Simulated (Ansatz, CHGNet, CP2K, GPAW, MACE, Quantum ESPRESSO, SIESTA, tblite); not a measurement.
**Quantum ESPRESSO runs on random packing of Sn (61 atoms)**

How do the settings of Quantum ESPRESSO change the result for random packing of Sn (61 atoms)? A plane-wave run serves as the yardstick.

Calculated with Quantum ESPRESSO 7.5; the method is named at each step.

### 1. Set-up

The cell holds 61 atoms: 61 Sn. Cell: a = 11.914 Å, b = 11.914 Å, c = 11.914 Å, α = 90.0°, β = 90.0°, γ = 90.0°. 61 atoms (61 Sn) packed at random in a cube at 7.11 g/cm³ and pushed apart as soft spheres; a start for melting by ab initio MD, not an equilibrated structure. Then every atom was moved at random, 0.05 Å r.m.s. a Cartesian component.

The yardstick, on the same geometry:

- method: Kohn-Sham DFT, PBE, PAW, plane waves (Ansatz 0.2.0); cutoff 420 eV, Γ point, fermi-dirac smearing of 0.05 eV; PAW set soft_2
- r.m.s. force component: 1.178 eV/Å
- longest force: 4.322 eV/Å
- pressure: 15 GPa
- SCF cycles: 10
- time: 16 s on 8 threads of Arm Neoverse V2, shared host
- CPU time: 2 min

### 2. PBE, sssp-1.3.0-efficiency, 45/360 Ry

Method: Kohn-Sham DFT, PBE, SSSP efficiency 1.3.0 pseudopotentials, plane waves.

pw.in reads:

```
&control
  calculation = 'scf'
  pseudo_dir = './pseudo'
  outdir = './tmp'
  disk_io = 'none'
  tprnfor = .true.
  tstress = .true.
/
&system
  ibrav = 0
  nat = 61
  ntyp = 1
  ecutwfc = 45
  ecutrho = 360
  nosym = .true.
  occupations = 'smearing'
  smearing = 'fd'
  degauss = 0.003675
/
&electrons
  conv_thr = 3.0e-07
  electron_maxstep = 100
  mixing_beta = 0.2
  mixing_mode = 'local-TF'
  diagonalization = 'david'
/
ATOMIC_SPECIES
Sn 118.710 Sn.upf
CELL_PARAMETERS angstrom
11.91370 0.00000 0.00000
0.00000 11.91370 0.00000
0.00000 0.00000 11.91370
ATOMIC_POSITIONS crystal
Sn 0.97595 0.14213 0.00187
Sn 0.44745 0.00268 0.09220
Sn 0.80622 0.54071 0.95317
Sn 0.26119 0.34622 0.08365
Sn 0.62367 0.57635 0.75416
Sn 0.31888 0.52911 0.28238
Sn 0.39769 0.31549 0.52987
Sn 0.18472 0.05704 0.52475
Sn 0.72881 0.14599 0.93788
Sn 0.45128 0.14327 0.35770
Sn 0.21844 0.83384 0.26901
Sn 0.33861 0.83954 0.65003
Sn 0.34195 0.90301 0.87515
Sn 0.11077 0.68463 0.72349
Sn 0.08604 0.50861 0.05738
Sn 0.60766 0.03602 0.72572
Sn 0.51563 0.24333 0.92950
Sn 0.00465 0.00351 0.62904
Sn 0.88753 0.06574 0.81207
Sn 0.93716 0.39976 0.83396
Sn 0.47857 0.68968 0.61095
Sn 0.60775 0.35335 0.37822
Sn 0.68377 0.81906 0.42426
Sn 0.03274 0.25076 0.19879
Sn 0.30720 0.15922 0.95767
Sn 0.11286 0.28736 0.92147
Sn 0.93241 0.79827 0.27956
Sn 0.30658 0.55659 0.78545
Sn 0.20601 0.98055 0.09585
Sn 0.48525 0.46280 0.89048
Sn 0.41031 0.09256 0.58611
Sn 0.63612 0.06128 0.45406
Sn 0.82613 0.63910 0.15987
Sn 0.66678 0.17244 0.24615
Sn 0.20169 0.30462 0.70804
Sn 0.87740 0.79645 0.64322
Sn 0.40826 0.78783 0.42082
Sn 0.86767 0.02542 0.42414
Sn 0.03502 0.85631 0.85820
Sn 0.95610 0.39123 0.56618
Sn 0.28008 0.28920 0.32029
Sn 0.43007 0.54405 0.09477
Sn 0.63405 0.84697 0.01421
Sn 0.19881 0.49841 0.48877
Sn 0.17856 0.83180 0.49017
Sn 0.04044 0.55343 0.27956
Sn 0.02690 0.18933 0.42554
Sn 0.21377 0.68816 0.95983
Sn 0.78808 0.15652 0.61189
Sn 0.84727 0.28544 0.33342
Sn 0.73542 0.81625 0.81728
Sn 0.05954 0.72533 0.10922
Sn 0.01034 0.65240 0.48144
Sn 0.77836 0.54097 0.57635
Sn 0.56341 0.73185 0.18900
Sn 0.87088 0.42299 0.14017
[... 1 atom lines left out ...]
Sn 0.66905 0.59664 0.36567
Sn 0.62572 0.27779 0.70515
Sn 0.56820 0.36423 0.12637
Sn 0.99079 0.93604 0.11260
K_POINTS gamma
```

The run is started by

```
> OMP_NUM_THREADS=1 mpirun -np 4 pw.x -in pw.in > output.txt
```

Output:

```text
Program PWSCF
     gamma-point specific algorithms are used
     one sub-group per band group will be used
     scalapack distributed-memory algorithm (size of sub-group:  2*  2 procs)
     Parallelization info
     sticks:   dense  smooth     PW     G-vecs:    dense   smooth      PW
     Min        3622    1812    448               329077   116324   14467
     Max        3624    1814    452               329084   116326   14470
     Sum       14493    7253   1801              1316323   465301   57873
     bravais-lattice index     =            0
     lattice parameter (alat)  =      22.5136  a.u.
     unit-cell volume          =   11411.3383 (a.u.)^3
     number of atoms/cell      =           61
     number of atomic types    =            1
     number of electrons       =       854.00
     number of Kohn-Sham states=          512
     kinetic-energy cutoff     =      45.0000  Ry
     charge density cutoff     =     360.0000  Ry
     scf convergence threshold =      3.0E-07
     mixing beta               =       0.2000
     number of iterations used =            8  local-TF  mixing
     Exchange-correlation= SLA  PW   PBE  PBE
                           (   1   4   3   4   0   0   0)
     crystal axes: (cart. coord. in units of alat)
               a(1) = (   1.000000   0.000000   0.000000 )
               a(2) = (   0.000000   1.000000   0.000000 )
               a(3) = (   0.000000   0.000000   1.000000 )
     reciprocal axes: (cart. coord. in units 2 pi/alat)
               b(1) = (  1.000000  0.000000  0.000000 )
               b(2) = (  0.000000  1.000000  0.000000 )
               b(3) = (  0.000000  0.000000  1.000000 )
     PseudoPot. # 1 for Sn:
     Pseudo is Ultrasoft + core correction, Zval = 14.0
     atomic species   valence    mass     pseudopotential
     Sn               14.00   118.71000     Sn( 1.00)
     No symmetry found
   Cartesian axes
     number of k points=     1  Fermi-Dirac smearing, width (Ry)=  0.0037
                       cart. coord. in units 2pi/alat
        k(    1) = (   0.0000000   0.0000000   0.0000000), wk =   2.0000000
     Dense  grid:   658162 G-vectors     FFT dimensions: ( 135, 135, 135)
     Smooth grid:   232651 G-vectors     FFT dimensions: ( 100, 100, 100)
     Initial potential from superposition of free atoms
     starting charge     792.9972, renormalised to     854.0000
     Starting wfcs are  549 randomized atomic wfcs
     Self-consistent Calculation
     iteration #  1     ecut=    45.00 Ry     beta= 0.20
     total energy              =   -9975.14750885 Ry
     estimated scf accuracy    <      66.48214310 Ry
     iteration #  2     ecut=    45.00 Ry     beta= 0.20
     total energy              =   -9942.67410999 Ry
     estimated scf accuracy    <      48.15009260 Ry
     iteration #  3     ecut=    45.00 Ry     beta= 0.20
     total energy              =   -9954.82630150 Ry
     estimated scf accuracy    <       1.01309886 Ry
     iteration #  4     ecut=    45.00 Ry     beta= 0.20
     total energy              =   -9954.71515660 Ry
     estimated scf accuracy    <       0.61462385 Ry
     iteration #  5     ecut=    45.00 Ry     beta= 0.20
     total energy              =   -9954.65437339 Ry
     estimated scf accuracy    <       0.12254261 Ry
     iteration #  6     ecut=    45.00 Ry     beta= 0.20
     total energy              =   -9954.69050018 Ry
     estimated scf accuracy    <       0.00349514 Ry
     iteration #  7     ecut=    45.00 Ry     beta= 0.20
     total energy              =   -9954.68781740 Ry
     estimated scf accuracy    <       0.00509490 Ry
     iteration #  8     ecut=    45.00 Ry     beta= 0.20
     total energy              =   -9954.68937860 Ry
     estimated scf accuracy    <       0.00046899 Ry
     iteration #  9     ecut=    45.00 Ry     beta= 0.20
     total energy              =   -9954.68947406 Ry
     estimated scf accuracy    <       0.00002852 Ry
     iteration # 10     ecut=    45.00 Ry     beta= 0.20
     total energy              =   -9954.68945567 Ry
     estimated scf accuracy    <       0.00007381 Ry
     iteration # 11     ecut=    45.00 Ry     beta= 0.20
     total energy              =   -9954.68945068 Ry
     estimated scf accuracy    <       0.00001622 Ry
     iteration # 12     ecut=    45.00 Ry     beta= 0.20
     End of self-consistent calculation
          k = 0.0000 0.0000 0.0000 ( 28937 PWs)   bands (ev):
   -11.7836 -11.7823 -11.7742 -11.7446 -11.7067 -11.6579 -11.6128 -11.5744
   -11.5651 -11.5592 -11.5438 -11.5349 -11.5197 -11.5170 -11.5130 -11.5097
   -11.4899 -11.4786 -11.4757 -11.4718 -11.4691 -11.4579 -11.4532 -11.4462
   -11.4447 -11.4372 -11.4268 -11.4218 -11.4187 -11.4172 -11.4112 -11.4083
   -11.4066 -11.3990 -11.3929 -11.3873 -11.3815 -11.3780 -11.3753 -11.3707
   -11.3676 -11.3592 -11.3577 -11.3503 -11.3442 -11.3407 -11.3373 -11.3284
   -11.3237 -11.3185 -11.3149 -11.3133 -11.3053 -11.3020 -11.2975 -11.2934
   -11.2899 -11.2821 -11.2796 -11.2749 -11.2733 -11.2693 -11.2632 -11.2591
   -11.2560 -11.2528 -11.2486 -11.2407 -11.2381 -11.2347 -11.2325 -11.2266
   -11.2230 -11.2213 -11.2141 -11.2123 -11.2090 -11.2005 -11.1976 -11.1948
   -11.1932 -11.1900 -11.1864 -11.1847 -11.1812 -11.1792 -11.1774 -11.1743
   -11.1686 -11.1682 -11.1666 -11.1653 -11.1628 -11.1576 -11.1569 -11.1555
[...]
13.2545  13.2776  13.3633  13.4636  13.4691  13.5179  13.6222  13.7638
    13.7905  13.8135  13.9377  13.9717  14.0027  14.0563  14.0976  14.1541
    14.1615  14.2768  14.3233  14.3996  14.4551  14.4963  14.5896  14.6273
    14.6618  14.7270  14.8252  14.8458  14.8539  14.9014  14.9512  15.0182
    15.0881  15.1215  15.1623  15.2521  15.3069  15.3264  15.4020  15.4507
     the Fermi energy is    10.5916 ev
!    total energy              =   -9954.68945514 Ry
     estimated scf accuracy    <       0.00000028 Ry
     smearing contrib. (-TS)   =      -0.02301292 Ry
     internal energy E=F+TS    =   -9954.66644221 Ry
     The total energy is F=E-TS. E is the sum of the following terms:
     one-electron contribution =   -4106.77924687 Ry
     hartree contribution      =    2675.88819454 Ry
     xc contribution           =   -2906.89544355 Ry
     ewald contribution        =   -5616.87994633 Ry
     convergence has been achieved in  12 iterations
     Forces acting on atoms (cartesian axes, Ry/au):
     atom    1 type  1   force =    -0.03969356   -0.03577611    0.06648886
     atom    2 type  1   force =     0.03865520   -0.01614825    0.02778246
     atom    3 type  1   force =    -0.05882277    0.04542161   -0.06917326
     atom    4 type  1   force =     0.02934310    0.03688501    0.06120334
     atom    5 type  1   force =     0.05785061    0.03055557    0.00153676
     atom    6 type  1   force =    -0.05385740    0.03045092    0.03975364
     atom    7 type  1   force =     0.00343718    0.02038461    0.05175322
     atom    8 type  1   force =     0.08691388    0.04563977   -0.02798247
     atom    9 type  1   force =    -0.04120346    0.00860877    0.06541530
     atom   10 type  1   force =    -0.04889726   -0.02464884   -0.07949430
     atom   11 type  1   force =     0.02432516   -0.01481777   -0.01418465
     atom   12 type  1   force =    -0.06564721    0.08287982    0.07708012
[...]
atom   57 type  1   force =    -0.04417338   -0.01216908   -0.01152894
     atom   58 type  1   force =     0.05781566   -0.03010470   -0.03277298
     atom   59 type  1   force =    -0.04229226    0.08143120    0.01961780
     atom   60 type  1   force =     0.04876705   -0.00972691    0.02606420
     atom   61 type  1   force =    -0.08982670    0.08548419   -0.03999687
     Total force =     0.623418     Total SCF correction =     0.001742
     Computing stress (Cartesian axis) and pressure
          total   stress  (Ry/bohr**3)                   (kbar)     P=      148.69
   0.00099439  -0.00019657  -0.00017118          146.28      -28.92      -25.18
  -0.00019657   0.00099732   0.00000548          -28.92      146.71        0.81
  -0.00017118   0.00000548   0.00104052          -25.18        0.81      153.07
     Message from routine punch:
     Nothing written, as per user request (disk_io='none')
```

Wall time 3.8 min (4 MPI ranks of Arm Neoverse V2, shared host); peak memory 4.9 GiB; 15 min of CPU time.

Banners, paths, timers and routine set-up lines are dropped from the logs unmarked, and long logs keep their key lines alone; longer cuts are marked.

Compared with the plane-wave run:

```yaml
r_m_s_force_component: 1.185 eV/Å
r_m_s_difference_of_force_components: 7.378 meV/Å
longest_difference_of_force_vectors: 29.94 meV/Å
force_difference_over_r_m_s_force: 0.6264 %
slope_of_forces_against_the_reference_s: 1.006
correlation_of_force_components: 1
pressure: 14.87 GPa
pressure_difference: -0.1318 GPa
```

Local excerpt of 9 atoms (numbers count through the whole input) about Sn27, which bears the longest force; x, y, z are measured from there.

```csv
atom,x,y,z,distance (Å),bonds,Fx,Fy,Fz (eV/Å)
Sn27,0.00,0.00,0.00,0.00,3,-1.50,1.13,3.93
Sn61,0.70,1.64,-1.99,2.67,4,-2.31,2.20,-1.03
Sn52,1.51,-0.87,-2.03,2.68,7,0.55,0.06,-0.59
Sn33,-1.27,-1.90,-1.43,2.69,4,-2.18,1.60,0.18
Sn53,0.93,-1.74,2.41,3.11,4,-0.69,0.65,1.28
Sn46,1.29,-2.92,0.00,3.19,4,0.68,-1.21,1.00
Sn38,-0.77,2.71,1.72,3.30,4,0.16,-1.84,-1.10
Sn11,3.41,0.42,-0.13,3.44,4,0.63,-0.38,-0.36
Sn23,-2.96,0.25,1.72,3.44,2,0.34,1.46,0.49
```

Forces lie 0.63 % from the reference's, at 7.5 times its CPU time (on 4 against 8 cores).

### 3. PBE+D3(BJ), sssp-1.3.0-efficiency, 45/360 Ry

Method: Kohn-Sham DFT, PBE+D3(BJ), SSSP efficiency 1.3.0 pseudopotentials, plane waves.

pw.in, as its differences from that of step 2:

```diff
@@ -18,2 +18,5 @@
   degauss = 0.003675
+  vdw_corr = 'dft-d3'
+  dftd3_version = 4
+  dftd3_threebody = .false.
 /
```

Output:

```text
[banner, memory and clock lines left out]
Program PWSCF
     gamma-point specific algorithms are used
     one sub-group per band group will be used
     bravais-lattice index     =            0
[... lines left out ...]
     number of k points=     1  Fermi-Dirac smearing, width (Ry)=  0.0037
[... lines left out ...]
     total energy              =   -9976.85209439 Ry
[... lines left out ...]
     total energy              =   -9944.37869553 Ry
[... lines left out ...]
     total energy              =   -9956.53088704 Ry
[... lines left out ...]
     total energy              =   -9956.39404120 Ry
[... lines left out ...]
     total energy              =   -9956.39403622 Ry
[... lines left out ...]
     the Fermi energy is    10.5916 ev
!    total energy              =   -9956.39404068 Ry
[... lines left out ...]
     smearing contrib. (-TS)   =      -0.02301292 Ry
     internal energy E=F+TS    =   -9956.37102775 Ry
     The total energy is F=E-TS. E is the sum of the following terms:
     one-electron contribution =   -4106.77924687 Ry
     hartree contribution      =    2675.88819454 Ry
     xc contribution           =   -2906.89544355 Ry
     ewald contribution        =   -5616.87994633 Ry
     DFT-D3 Dispersion         =      -1.70458554 Ry
     convergence has been achieved in  12 iterations
     Forces acting on atoms (cartesian axes, Ry/au):
     atom    1 type  1   force =    -0.03979973   -0.03576003    0.06687101
     atom    2 type  1   force =     0.03526240   -0.01318034    0.02973727
     atom    3 type  1   force =    -0.05811033    0.04460920   -0.06892139
[...]
atom   60 type  1   force =     0.04885712   -0.00949048    0.02653767
     atom   61 type  1   force =    -0.08992551    0.08569155   -0.03962645
     Total force =     0.622004     Total SCF correction =     0.001742
     Computing stress (Cartesian axis) and pressure
          total   stress  (Ry/bohr**3)                   (kbar)     P=      126.56
   0.00084429  -0.00019794  -0.00017118          124.20      -29.12      -25.18
  -0.00019794   0.00084759   0.00000415          -29.12      124.68        0.61
  -0.00017118   0.00000415   0.00088907          -25.18        0.61      130.79
     Message from routine punch:
     Nothing written, as per user request (disk_io='none')
```

Elapsed: 3.9 min, on 4 MPI ranks; peak memory 4.9 GiB; 15 min of CPU time.

Against the reference:

- r.m.s. force component: 1.182 eV/Å
- r.m.s. difference of force components: 19.48 meV/Å
- longest difference of force vectors: 122.9 meV/Å
- force difference over r.m.s. force: 1.654 %
- slope of forces against the reference's: 1.004
- correlation of force components: 0.9999
- pressure: 12.66 GPa
- pressure difference: -2.345 GPa

Against the first run (0.63 %), the force difference from the reference is 1.7 %, at 1.0 times the CPU time; the model has changed, so this is no error of the program alone.

### 4. The ladder

Differences are against the plane-wave reference, forces as r.m.s. over components; share is that over the reference's r.m.s. force, slope the least-squares factor from reference forces to these. Total energies of different programs have different zeros and aren't compared.

```csv
run,"Δ force, r.m.s. (meV/Å)",share (%),slope,Δ pressure (GPa),cores,CPU time,memory (GiB)
reference,-,-,-,-,8,2 min,2.5
"QE PBE, sssp-1.3.0-efficiency, 45/360 Ry",7.38,0.626,1.006,-0.132,4,15 min,4.9
"QE PBE+D3(BJ), sssp-1.3.0-efficiency, 45/360 Ry",19.5,1.65,1.004,-2.34,4,15 min,4.9
```

CPU time is summed over cores on a shared host, where runs went side by side, so it is rough. Symmetry, cutoffs, thresholds, outputs and thread counts weren't matched or tuned between programs; memory under MPI is the largest rank's times the ranks.

### 5. What came out

```
nearest in forces : QE PBE, sssp-1.3.0-efficiency, 45/360 Ry, 0.63 %
its CPU time      : 15 min
```

PBE on plane waves or a grid with other potentials, cutoffs or grids differs from the reference by 0.63 % (QE PBE, sssp-1.3.0-efficiency, 45/360 Ry) of the r.m.s. force; this holds the reference's own error, so differences of a few per cent don't tell which side is nearer the exact PBE result (QE's 45 Ry are 612 eV, against the reference's 420 eV). Rows with another functional or a dispersion term differ by 1.7 % (QE PBE+D3(BJ), sssp-1.3.0-efficiency, 45/360 Ry), which mixes the change of model with differences of basis and potentials. None of the electronic-structure runs in the table takes under half the reference's CPU time of 2 min; they take 7.5 to 7.6 times as much. The reference's pressure of 15 GPa says that the cell would expand at this level of theory. The electronic-structure runs sample only Γ, in a cell whose shortest periodic width is 12 Å, which is coarse for a cell with partly filled levels.

[Also dropped from logs without a mark: logging warnings of Python, and SIESTA's first energy breakdown and zero terms.]

[Logs are printed without paths, hosts, clocks, repeated set-up lines and the standing remarks that a program may print on its own settings, such as how far it seeks lower states.]

[Hosts, paths, dates, database ids (printed as entryN), source tags and the programs' standing remarks are cut or masked in the printed files.]
